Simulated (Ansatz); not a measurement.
# LuZn (Pm-3m): Grüneisen parameters

Does LuZn (Pm-3m) expand much on heating, by its phonons?

Program: Ansatz 0.2.0. Level of theory: DFT PBEsol, scalar-relativistic, plane waves, PAW; PAW set soft_1. Values are calculated unless marked as measured.

**1. Set-up**

Symmetry: Pm-3m, No. 221, cubic system. Conventional cell: a = 3.431 Å, b = 3.431 Å, c = 3.431 Å, α = 90.00°, β = 90.00°, γ = 90.00°. Lu has 8 Zn at 2.97 Å nearest. Nearest to Zn lie 8 Lu at 2.97 Å. Farther neighbours, and contacts between anions beyond the nearest, are not listed.

**2. Response at finite wavevector**

Stability and thermal properties need the whole zone. Linear response on a 4×4×4 q mesh gives force constants as far as a supercell of that size would.

input.yaml

```yaml
crystal:
  lattice:
    - [3.4306178123, 0.0, 0.0]
    - [0.0, 3.4306178123, 0.0]
    - [0.0, 0.0, 3.4306178123]
  atoms:
    - { symbol: Lu, position: [0.0, 0.0, 0.0] }
    - { symbol: Zn, position: [0.5, 0.5, 0.5] }
kpoints:
  mp_grid: { grid: [12, 12, 12] }
hamiltonian:
  xc: pbesol
  pseudopotentials: { kind: paw, azcp: { folder: soft_1 }, xc_functional: pbe }
scf:
  occupations: { method: methfessel_paxton, width: 0.2 }
output:
  eigenvalues: true
phonons:
  method: dfpt
  qmesh: [4, 4, 4]
  temperatures: { t_max: 1000, t_step: 50 }
  qpath:
    path:
      - [[0.0, 0.0, 0.0], [0.0, 0.5, 0.0], [0.5, 0.5, 0.0], [0.0, 0.0, 0.0], [0.5, 0.5, 0.5], [0.0, 0.5, 0.0]]
      - [[0.5, 0.5, 0.5], [0.5, 0.5, 0.0]]
    npoints: 10
```

The run is started by

```bash
ansatz run input.yaml --threads 4 --pin off --max-ram 10240MiB --backend cpu --events-out ev --progress --plain --runs-dir out
```

Log:

```text
Engine: ansatz 0.2.0, aarch64-unknown-linux-gnu
Pseudopotentials: kind: paw
Pseudopotential: Lu, paw, valence charge 25, recommended cutoff 420 eV (normal), soft_1/Lu.paw.azcp
Pseudopotential: Zn, paw, valence charge 12, recommended cutoff 420 eV (normal), soft_1/Zn.paw.azcp
Functional definition: PBEsol
  exchange = pbesol_x
  correlation = pbesol_c
Crystal: 2 atoms, lattice volume = 40.375 Å³
Basis set: ecut = 420 eV, 751 PW (Γ), exchange–correlation on 48×48×48 points (8 copies of the dense FFT grid, shifted against one another)
Bands: 23, of which v1, the nominal top of the filled ones, is band 19 counted from 1 (18 counted from 0)
Symmetry: 48 space group operations
k-points: 84 of 1728
Non-local potential: Lu, projectors of the file, l = 0: 3, l = 1: 2, l = 2: 2, l = 3: 3
Non-local potential: Zn, projectors of the file, l = 0: 2, l = 1: 2, l = 2: 3, l = 3: 1
PAW form: soft (Blöchl's): semilocal exchange-correlation on the pseudo side does not see the compensation charge
PAW frozen core: Lu, regenerated for the run's functional, and the local potential with it (the file was generated under x = pbe(κ = 0.804, μ = 0.219515), c = pbe(β = 0.066725))
PAW frozen core: Zn, regenerated for the run's functional, and the local potential with it (the file was generated under x = pbe(κ = 0.804, μ = 0.219515), c = pbe(β = 0.066725))
PAW one-centre angular grid: Lu, 590 points (default); XC on 64 Gauss nodes
PAW one-centre angular grid: Zn, 590 points (default); XC on 64 Gauss nodes
Initial density: superposition of atomic densities (chi_scale 0.1, normalization cell, long waves kept (reshape's long-wave potential 0.00 eV rms))
Initial wavefunctions: pseudopotential atomic-orbital guess
Functional: x = pbesol(κ = 0.804, μ = 0.123457), c = pbesol(β = 0.046)
SCF iter   1: F=—  HF=-17894.627140 eV  |F-HF|=—  |Δ(HF+E_count)|=         —  Δρ=1.19e-1  dr2=4.29e0  ethr=3.10e-3  ⟨swp⟩=6.5  Hψ=9938  notcnv=0
preconditioner: auto → Kerker (q_TF=auto, 2.689 Å⁻¹)  [metal: Δε(μ)=0.007 eV  Ē_g=11.568 eV  σ=0.200 eV  W_gap=0.03  n_scr=18 (ndim 8)  ℏωp=34.6 eV  f_vac=0.000  D(μ)=2.38/eV (n_scr^D=26)]
SCF iter   2: F=—  HF=-17893.937684 eV  |F-HF|=—  |Δ(HF+E_count)|=   6.89e-1  S|Δr|=    0.00e0  Δρ=4.46e-2  dr2=2.41e-1  ethr=3.10e-3  ⟨swp⟩=3.8  Hψ=5033  notcnv=0
SCF iter   3: F=—  HF=-17893.704527 eV  |F-HF|=—  |Δ(HF+E_count)|=   2.33e-1  S|Δr|=    0.00e0  Δρ=1.75e-2  dr2=1.53e-1  ethr=6.50e-4  ⟨swp⟩=2.4  Hψ=4613  notcnv=0
SCF iter   4: F=—  HF=-17893.676525 eV  |F-HF|=—  |Δ(HF+E_count)|=   2.80e-2  S|Δr|=    0.00e0  Δρ=8.48e-3  dr2=1.58e-2  ethr=4.14e-4  ⟨swp⟩=2.1  Hψ=3990  notcnv=0
SCF iter   5: F=—  HF=-17893.692013 eV  |F-HF|=—  |Δ(HF+E_count)|=   1.55e-2  S|Δr|=    0.00e0  Δρ=8.16e-3  dr2=1.07e-2  ethr=4.27e-5  ⟨swp⟩=3.0  Hψ=4099  notcnv=0
SCF iter   6: F=—  HF=-17893.684605 eV  |F-HF|=—  |Δ(HF+E_count)|=   7.41e-3  S|Δr|=    0.00e0  Δρ=3.27e-3  dr2=2.81e-3  ethr=2.88e-5  ⟨swp⟩=3.3  Hψ=5100  notcnv=0
SCF iter   7: F=—  HF=-17893.683953 eV  |F-HF|=—  |Δ(HF+E_count)|=   6.52e-4  S|Δr|=    0.00e0  Δρ=1.30e-3  dr2=4.78e-4  ethr=7.60e-6  ⟨swp⟩=2.1  Hψ=3457  notcnv=0
SCF iter   8: F=—  HF=-17893.683871 eV  |F-HF|=—  |Δ(HF+E_count)|=   8.21e-5  S|Δr|=    0.00e0  Δρ=5.55e-4  dr2=8.49e-5  ethr=1.29e-6  ⟨swp⟩=2.1  Hψ=3071  notcnv=0
SCF iter   9: F=—  HF=-17893.683854 eV  |F-HF|=—  |Δ(HF+E_count)|=   1.69e-5  S|Δr|=    0.00e0  Δρ=1.01e-4  dr2=2.43e-6  ethr=2.30e-7  ⟨swp⟩=2.0  Hψ=3146  notcnv=0
SCF iter  10: F=—  HF=-17893.683853 eV  |F-HF|=—  |Δ(HF+E_count)|=   5.52e-7  S|Δr|=    0.00e0  Δρ=1.72e-5  dr2=5.91e-8  ethr=6.57e-9  ⟨swp⟩=2.2  Hψ=3377  notcnv=0
SCF iter  11: F=—  HF=-17893.683853 eV  |F-HF|=—  |Δ(HF+E_count)|=   1.80e-8  S|Δr|=    0.00e0  Δρ=3.29e-6  dr2=3.77e-9  ethr=1.60e-10  ⟨swp⟩=3.1  Hψ=4265  notcnv=0
SCF iter  12: F=—  HF=-17893.683853 eV  |F-HF|=—  |Δ(HF+E_count)|=   1.48e-9  S|Δr|=    0.00e0  Δρ=8.16e-7  dr2=2.96e-10  ethr=1.02e-11  ⟨swp⟩=2.2  Hψ=3430  notcnv=0
SCF iter  13: F=-17893.683853 eV  HF=-17893.683853 eV  |F-HF|=7.28e-12  |Δ(HF+E_count)|=  8.00e-11  S|Δr|=    0.00e0  Δρ=1.73e-7  dr2=8.34e-12  ethr=1.00e-12  ⟨swp⟩=7.9  Hψ=15981  notcnv=0
SCF 1 converged in 13 iterations: F = -17893.683853 eV  dr2 = 8.34e-12
  greatest PAW one-centre occupation: 0.998 electrons in one spin orbital (limit 2), on the Lu atom at site 0 (counted from 0), in its partial waves of l = 0
phonons: the bands overlap, so this run is a metal and interpolates without the dipole-dipole term. If the crystal is really an insulator or semiconductor, its LO-TO splitting is missing
NSCF: frozen V_eff on 84 k-points
NSCF: frozen V_eff on 196 k-points
DFPT response loops at q = (0, 0, 0) (fractional): preconditioner auto → Kerker (q_TF=auto, 2.689 Å⁻¹) (partly filled bands, converged f_vac=0.000); β = 1.00, the filter's whole step (`scf.mixing.beta` (0.50) is not read by the response loops under this deck's `scf.mixing.preconditioner`; to damp them name `kerker` or `kerker_dos`, under which they read `scf.mixing.beta`, and type it under 1.00, their step now; both keys bind the ground state too); Broyden in place of MSR1
NSCF: frozen V_eff on 1176 k-points
DFPT response loops at q = (0, 0, 0.25) (fractional): mixed as the last ones told, above
NSCF: frozen V_eff on 686 k-points
DFPT response loops at q = (0, 0, -0.5) (fractional): mixed as the last ones told, above
NSCF: frozen V_eff on 2016 k-points
DFPT response loops at q = (0, 0.25, 0.25) (fractional): mixed as the last ones told, above
NSCF: frozen V_eff on 1176 k-points
DFPT response loops at q = (0, 0.25, -0.5) (fractional): mixed as the last ones told, above
NSCF: frozen V_eff on 686 k-points
DFPT response loops at q = (0, -0.5, -0.5) (fractional): mixed as the last ones told, above
NSCF: frozen V_eff on 1872 k-points
DFPT response loops at q = (0.25, 0.25, 0.25) (fractional): mixed as the last ones told, above
NSCF: frozen V_eff on 2016 k-points
DFPT response loops at q = (0.25, 0.25, -0.5) (fractional): mixed as the last ones told, above
NSCF: frozen V_eff on 1176 k-points
DFPT response loops at q = (0.25, -0.5, -0.5) (fractional): mixed as the last ones told, above
NSCF: frozen V_eff on 392 k-points
DFPT response loops at q = (-0.5, -0.5, -0.5) (fractional): mixed as the last ones told, above
SCF converged after 13 iterations
Stability not checked: this state was not tested for a lower state beside it, because cold or Methfessel-Paxton smearing, or corrected tetrahedra, fill the levels in a way that the test cannot read (fill_not_monotonic; see scf.lower_state_search)
Free energy (F): -17893.683853 eV
Harris-Foulkes:  -17893.683853 eV  (|F-HF|=7.28e-12)
Internal energy: -17893.680721 eV  (E = F + TS)
E sigma→0 (E₀):  -17893.683070 eV
Entropy (-TS):   -0.003133 eV (-1.566 meV/atom)
Fermi energy:    13.942714 eV
--- Per-component energies (eV) ---
  E_band       = 88.224229
  E_kinetic    = 568.036414
  E_local      = -8329.253830  (includes V_loc(G=0)·N_el)
  E_nonlocal   = 1500.343202
  E_hartree    = 3396.193369
  E_xc         = -285.333246
  E_vxc        = -305.087327  (∫ρ·V_xc dr)
  E_paw        = -9156.738103  (= ΣΔE_a)
  E_vpaw       = -138.200461  (= ΣTr[D̂ρ^β])
  E_aug_tail   = -0.000240  (compensation charges beyond the density's cutoff)
  E_ewald      = -5588.917528
  E_core_change = 1.989240  (= ΣΔE_core)
  E_smearing   = -0.003133  (= −TS)
  E_closure    = 0.000000  (closes the sum)
  Σ components = -17893.683853   (vs F -17893.683853, Δ=0.00e0)
--- Band table (eV; the first three rows and the last of 84) ---
  k-point 0: bands = [... 15 lower, 8.9764, 9.0015, 14.0418, 14.0418, 19.0556, 19.0556, 19.0556, 19.1396]
  k-point 1: bands = [... 15 lower, 8.9789, 9.0024, 13.9958, 14.0686, 18.1563, 18.1563, 18.6568, 19.1483]
  k-point 2: bands = [... 15 lower, 8.9863, 9.0048, 13.7160, 14.1449, 17.3184, 17.3184, 18.1376, 19.1724]
  k-point 83: bands = [... 15 lower, 9.0077, 11.8884, 11.8884, 11.8884, 14.0417, 19.2718, 19.2718, 19.2718]
--- Phonons (Γ-DFPT): 2 representative perturbations + reference (Σ response iterations 7) ---
  ASR residual: 1.463e-4 → 0.000e0 eV/Å²; symmetrization residual: 1.220e-5 eV/Å²
  ASR residual per site (eV/Å²): 1.46e-4 1.01e-4
  Γ frequencies (cm⁻¹): 0.00 0.00 0.00 144.00 144.00 144.00
--- Phonons (arbitrary-q DFPT): 10 irreducible q on the 4×4×4 mesh ---
  q = [0.0000, 0.0000, 0.0000] (star 1, of the zone-centre solve; hermiticity 6.72e-6, symmetrization 9.89e-12): -0.00 0.00 0.00 144.00 144.00 144.00
  q = [0.0000, 0.0000, 0.2500] (star 6, 4 solved perturbations in 1848 linear systems a pass and spin channel, the states on 588 of 1728 k-point pairs; hermiticity 3.58e-6, symmetrization 6.15e-12): 52.76 52.76 71.88 138.28 138.45 138.45
  q = [0.0000, 0.0000, -0.5000] (star 3, 4 solved perturbations in 1078 linear systems a pass and spin channel, the states on 343 of 1728 k-point pairs; hermiticity 2.06e-7, symmetrization 9.66e-8): 81.60 81.60 113.86 114.28 131.21 131.21
  q = [0.0000, 0.2500, 0.2500] (star 12, 4 solved perturbations in 3108 linear systems a pass and spin channel, the states on 1008 of 1728 k-point pairs; hermiticity 3.61e-6, symmetrization 6.37e-13): 45.48 62.03 96.63 124.02 134.82 144.91
  q = [0.0000, 0.2500, -0.5000] (star 12, 6 solved perturbations on 588 of 1728 k-point pairs; hermiticity 4.19e-6, symmetrization 1.35e-8): 63.84 69.50 81.41 128.63 132.13 141.38
  q = [0.0000, -0.5000, -0.5000] (star 3, 4 solved perturbations in 1078 linear systems a pass and spin channel, the states on 343 of 1728 k-point pairs; hermiticity 5.77e-6, symmetrization 2.70e-10): 46.90 46.90 52.96 132.54 150.55 150.55
  q = [0.2500, 0.2500, 0.2500] (star 8, 2 solved perturbations on 936 of 1728 k-point pairs; hermiticity 1.66e-6, symmetrization 3.16e-12): 73.55 73.55 79.78 129.48 139.20 139.20
  q = [0.2500, 0.2500, -0.5000] (star 12, 4 solved perturbations in 3108 linear systems a pass and spin channel, the states on 1008 of 1728 k-point pairs; hermiticity 2.76e-6, symmetrization 1.86e-8): 50.02 84.45 99.32 126.79 128.14 141.97
  q = [0.2500, -0.5000, -0.5000] (star 6, 4 solved perturbations in 1848 linear systems a pass and spin channel, the states on 588 of 1728 k-point pairs; hermiticity 3.96e-6, symmetrization 2.23e-9): 73.93 73.93 94.16 130.66 135.14 135.14
  q = [-0.5000, -0.5000, -0.5000] (star 1, 2 solved perturbations on 196 of 1728 k-point pairs; hermiticity 5.22e-9, symmetrization 2.61e-9): 108.43 108.43 108.43 111.34 111.34 111.34
  sum rule: each row above includes the acoustic sum rule's correction from the zone centre's row sums; it moved no ω² by more than (0.65 cm⁻¹)²
  mesh force constants: q→R imaginary residual 2.73e-18; ASR residual 1.463e-4 → 0.000e0 eV/Å²; symmetrization residual 2.665e-15 eV/Å²
  interpolated dispersion: 62 rows × 6 modes
  density of states and harmonic sums: on the 20×20×20 q-mesh, interpolated from the force constants of a 4×4×4 supercell (no non-analytic term)
  largest difference from the sums on the solved wave vectors: F 1.40e-2 eV, S 1.81e-5 and C_V 4.01e-6 eV/K
  zero-point energy: 0.038370 eV/cell   skipped modes (ω ≤ 0): 3   left out of the sums: 6.25e-5 of the cell's modes: C_V's classical limit lies that fraction below 3 k_B per atom; for a crystal, a wire or a layer, F and S can be off by more, and a phonons.interpolated_qmesh denser along its periods is the remedy for the sampling
```

The job ended after 6.5 min (4 threads of Arm Neoverse V2, shared host; peak memory 2.5 GiB; 25 min of CPU time).

Numbers from this step:

| Item | Value |
| --- | --- |
| volume per atom | 20.19 Å³ |
| gap on the k-mesh | 0 eV |
| sum-rule residual before enforcement | 1.46e-4 eV/Å² |
| lowest frequency on the path | 0 cm⁻¹ |
| point group | m-3m |
| highest frequency on path, mesh or solved points | 150.6 cm⁻¹ |
| mean frequency | 103.2 cm⁻¹ |
| Debye temperature (second moment) | 202 K |
| logarithmic mean frequency | 96.4 cm⁻¹ |
| highest optical mode at the zone centre (no LO-TO term) | 144 cm⁻¹ |
| lowest optical zone-centre mode | 144 cm⁻¹ |
| lowest mode on the q mesh (acoustic modes at Γ apart) | 45.48 cm⁻¹ |
| zero-point energy per atom | 19.18 meV |
| heat capacity at 300 K | 24.39 J/(mol atoms K) |
| vibrational entropy at 300 K | 44.46 J/(mol atoms K) |

Frequencies (cm⁻¹) solved at each irreducible wavevector; negative means imaginary. Frequencies by wavevector, by row:

| q in reciprocal lattice units | star | mode 1 | mode 2 | mode 3 | mode 4 | mode 5 | mode 6 |
| --- | --- | --- | --- | --- | --- | --- | --- |
| 0 0 0 | 1 | 0 | 0 | 0 | 144 | 144 | 144 |
| 0 0 0.25 | 6 | 52.8 | 52.8 | 71.9 | 138.3 | 138.4 | 138.4 |
| 0 0 -0.5 | 3 | 81.6 | 81.6 | 113.9 | 114.3 | 131.2 | 131.2 |
| 0 0.25 0.25 | 12 | 45.5 | 62 | 96.6 | 124 | 134.8 | 144.9 |
| 0 0.25 -0.5 | 12 | 63.8 | 69.5 | 81.4 | 128.6 | 132.1 | 141.4 |
| 0 -0.5 -0.5 | 3 | 46.9 | 46.9 | 53 | 132.5 | 150.6 | 150.6 |
| 0.25 0.25 0.25 | 8 | 73.5 | 73.5 | 79.8 | 129.5 | 139.2 | 139.2 |
| 0.25 0.25 -0.5 | 12 | 50 | 84.5 | 99.3 | 126.8 | 128.1 | 142 |
| 0.25 -0.5 -0.5 | 6 | 73.9 | 73.9 | 94.2 | 130.7 | 135.1 | 135.1 |
| -0.5 -0.5 -0.5 | 1 | 108.4 | 108.4 | 108.4 | 111.3 | 111.3 | 111.3 |

Symmetry leaves 10 wavevectors to solve. The lowest mode among them, the acoustic zeros apart, lies at q = (0, 0.25, 0.25) and is real, 45.5 cm⁻¹.

**3. Relaxing at another volume, volume ratio 0.97**

The volume is scaled by 0.97 and held; symmetry leaves nothing to relax, so this is a single point. The modes can then be followed against volume.

input.yaml, the sections that differ from step 2:

```yaml
crystal:
  lattice:
    - [3.3959627378, 0.0, 0.0]
    - [0.0, 3.3959627378, 0.0]
    - [0.0, 0.0, 3.3959627378]
  atoms:
    - { symbol: Lu, position: [0.0, 0.0, 0.0] }
    - { symbol: Zn, position: [0.5, 0.5, 0.5] }
output:
  forces: true
  stress: true
  eigenvalues: true
  write_density: true
  write_potential: true
  elf: true
  volumetric_format: npy
# kpoints, hamiltonian, scf: as in step 2
# phonons: removed
```

Log:

```text
[...]
Crystal: 2 atoms, lattice volume = 39.164 Å³
Basis set: ecut = 420 eV, 751 PW (Γ), exchange–correlation on 48×48×48 points (8 copies of the dense FFT grid, shifted against one another)
Bands: 23, of which v1, the nominal top of the filled ones, is band 19 counted from 1 (18 counted from 0)
Symmetry: 48 space group operations
[...]
k-points: 84 of 1728
[...]
--- Band table (eV; the first three rows and the last of 84) ---
  k-point 0: bands = [... 15 lower, 9.5463, 9.5735, 14.5145, 14.5145, 19.6950, 19.6950, 19.6950, 19.7839]
  k-point 1: bands = [... 15 lower, 9.5491, 9.5744, 14.4728, 14.5412, 18.7650, 18.7650, 19.3005, 19.7926]
  k-point 2: bands = [... 15 lower, 9.5570, 9.5770, 14.2050, 14.6170, 17.8962, 17.8962, 18.7761, 19.8167]
  k-point 83: bands = [... 15 lower, 9.5805, 12.2905, 12.2905, 12.2905, 14.6403, 19.9800, 19.9800, 19.9800]
[key lines of the parts left out:]
SCF converged after 10 iterations
Free energy (F): -17893.674940 eV
Fermi energy:    14.435358 eV
P = ⅓ Tr σ = 2.4261 GPa (24.261 kbar)
```

Wall time 2 s (4 threads); peak memory 0.38 GiB.

Read from the output:

| Item | Value |
| --- | --- |
| pressure | 2.426 GPa |
| volume per atom | 19.58 Å³ |

Valence density in the ac plane at fractional y = 0.000, with atoms of Lu within 0.2 Å of it. It is the smooth field of the valence electrons, not physical close to the nuclei.

Ten steps, logarithmic in the rise over the least value, from '0' (0 e/Å³) to '9' (51 e/Å³):
```
98753100000013578
77642000000002467
55421000000001245
33210000000000123
11000000000000001
00000000000000000
00000000000000000
00000000000000000
00000000000000000
00000000000000000
00000000000000000
11000000000000001
33210000000000123
55421000000001245
77642000000002467
98753100000013578
99753100000013579
```
Columns run along a (3.4 Å), rows up along c (3.4 Å). Atoms in or near the plane, at fractional coordinates: Lu at (0.00, 0.00).

ELF in the ac plane at fractional y = 0.000, with atoms of Lu within 0.2 Å of it. It is the smooth field of the valence electrons, not physical close to the nuclei.

Ten even steps from '0' (0.08) to '9' (0.86):
```
89997200000027999
99985100110015899
99863001221003689
77530002332000357
22100023443200012
00000234554320000
00012345555432100
00123455555543210
00123455555543210
00012345555432100
00000234554320000
22100023443200012
77530002332000357
99863001221003689
99985100110015899
89997200000027999
78997200000027998
```
Columns run along a (3.4 Å), rows up along c (3.4 Å). Atoms in or near the plane, at fractional coordinates: Lu at (0.00, 0.00).

Electrostatic potential energy in the ac plane at fractional y = 0.000, with atoms of Lu within 0.2 Å of it. With pseudopotentials it is smooth inside the atoms' cores, unlike the true potential.

Values in eV, 14 rows by 14 columns, each cell a mean:
```
-72 -67 -48 -21   0   9  13  14  13   8  -3 -25 -52 -69
-59 -50 -31 -11   4  11  14  14  13  10   2 -14 -35 -52
-30 -24 -12   0   8  13  15  15  15  12   7  -1 -14 -25
 -6  -3   3   8  12  15  16  16  16  14  11   7   2  -3
  7   8  10  12  15  16  17  17  17  16  14  12  10   8
 12  13  14  15  16  17  17  17  17  17  16  15  13  13
 13  14  15  16  16  17  17  17  17  17  16  15  14  14
 12  13  14  15  16  17  17  17  17  17  16  15  14  13
  9  10  11  13  15  16  17  17  17  16  15  13  11   9
 -2   0   5   9  13  15  16  16  16  15  12   8   4   0
-25 -20  -9   2   9  13  15  16  15  12   8   0 -11 -21
-54 -46 -28  -9   5  11  14  15  14  10   3 -12 -31 -48
-71 -65 -46 -20   0  10  13  14  13   8  -3 -24 -50 -67
-73 -71 -54 -25  -2   9  12  13  12   7  -6 -30 -59 -72
```
Columns run along a (3.4 Å; values clipped at the 3rd and 97th percentile), rows up along c (3.4 Å). Atoms in or near the plane, at fractional coordinates: Lu at (0.00, 0.00).

(Continued in part 2 of 2.)

[Long decimals in the printed logs are rounded to 6 places.]

[Logs are printed without paths, hosts, clocks, repeated set-up lines and the standing remarks that a program may print on its own settings, such as how far it seeks lower states.]

[Hosts, paths, dates, database ids (printed as entryN), source tags and the programs' standing remarks are cut or masked in the printed files.]

[Where the starting crystal was built by hand or by swapping elements, it need not be the compound's stable phase.]
